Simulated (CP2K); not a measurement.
Two runs for the N K edge of 2-methylpyrimidine. Run A: CP2K XAS_TDP, all-electron GAPW, PBEh(45%), aug-cc-pVDZ, TDA, no relativity. Run B differs in one setting.

First lines with a strength over 0.0015. A:

```
                       atom  energy (eV)  states  strength, one atom
N3 (bonded to 2 C), 2 alike       394.88       1              0.0485
                                  399.98       1              0.0016
                                  400.70       1              0.0018
                                  401.07       1              0.0021
                                  401.42       1              0.0029
```

B:

```
                       atom  energy (eV)  states  strength, one atom
N3 (bonded to 2 C), 2 alike       399.67       1              0.0479
                                  404.78       1              0.0015
                                  405.50       1              0.0018
                                  405.87       1              0.0021
                                  406.21       1              0.0029
```

Q: Which was it: scalar relativity switched on, the functional, the basis, GW2X switched on?

GW2X switched on. GW2X shifts an atom's lines together and keeps their spacings. Against PBEh(45%) in aug-cc-pVDZ, the leading line moves by +4.79 eV, to 399.67 eV.

[Banner, clock and machine lines of the logs are left out without a mark of their own.]

[Logs are printed without paths, hosts, clocks, repeated set-up lines and the standing remarks that a program may print on its own settings, such as how far it seeks lower states.]

[Hosts, paths, dates, database ids (printed as entryN), source tags and the programs' standing remarks are cut or masked in the printed files.]
